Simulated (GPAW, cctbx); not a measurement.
# TiCr2Sn6: what bonding does to one electron reflection, worked out

TiCr2Sn6, C222 (no. 21), a = 5.4220 Å, b = 9.2898 Å, c = 7.5530 Å, α = 90.00°, β = 90.00°, γ = 90.00°.

| atom | mult. | x | y | z |
| --- | --- | --- | --- | --- |
| Sn1 | 8 | 0.2569 | 0.9137 | 0.8349 |
| Sn2 | 4 | 1/2 | 0.6702 | 1/2 |
| Cr1 | 4 | 3/4 | 3/4 | 0.8307 |
| Ti1 | 2 | 1/2 | 0 | 1/2 |

The cell comes from substitution in a known structure type and wasn't matched to any measured phase.

A DFT run (GPAW, PBE, 450 eV, 5×5×3 k-points (along the axes of the calculation cell), Fermi–Dirac width 0.1 eV, spin-polarised) gives the static X-ray structure factor of 022 as 92.265 e for the conventional cell; superposed free atoms give 91.940 e. **Problem.** Find the Fourier component V of the crystal potential and the two-beam extinction distance at 120 kV in both cases.

## 1. Geometry

The cell volume is Ω = 380.44 Å³ and d(022) = 2.9302 Å, so g = 1/d = 0.3413 Å⁻¹.

## 2. The nuclei

Electrons feel nuclei as well as electrons, so the nuclear charges are summed with the same phases.

Phase sums Σ exp(2πi h·x), turned so that the total is real and positive: Sn +3.955, Cr -2.114, Ti -2.000. Then F_Z = 50 × (+3.955) + 24 × (-2.114) + 22 × (-2.000) = 103.01 e. The electron term has the same sign for this reflection.

## 3. Mott–Bethe

Poisson's equation, term by term, gives V = (e/4πε₀)(F_Z − F)/(πΩg²), with e/4πε₀ = 14.3996 V Å.

The prefactor is 14.3996 × 2.9302²/(π × 380.44) = 0.10345 V per electron. Free atoms: (103.01 − 91.940) × 0.10345 = 1.145 V. Crystal: (103.01 − 92.265) × 0.10345 = 1.111 V. F changes by +0.35 % and V by -2.9 %: the same 0.33 e is measured against F_Z − F = 11.1 e in place of F = 91.9 e.

## 4. Extinction distance

In the two-beam case ξ = 1/(λU) with U = 2γm₀eV/h², that is ξ = 150.41 V Å²/(γλV).

At 120 kV, λ = 0.03349 Å and γ = 1.2348. Free atoms: ξ = 3177 Å. Crystal: ξ = 3273 Å. The thickness fringes go as sin²(πt/ξ), so the two patterns slip by a quarter of a period when t|1/ξ₁ − 1/ξ₀| = 1/4, at t ≈ 2704 nm, thicker than usual samples. Thermal motion, absorption and many-beam coupling, left out here, change a real pattern.

## 5. Answer

V(022) is 1.11 V against 1.14 V, and ξ is 3273 against 3177 Å. Limits: static atoms, two beams; a ferromagnetic start is the only order tried, and the real ground state may be antiferromagnetic or insulating.
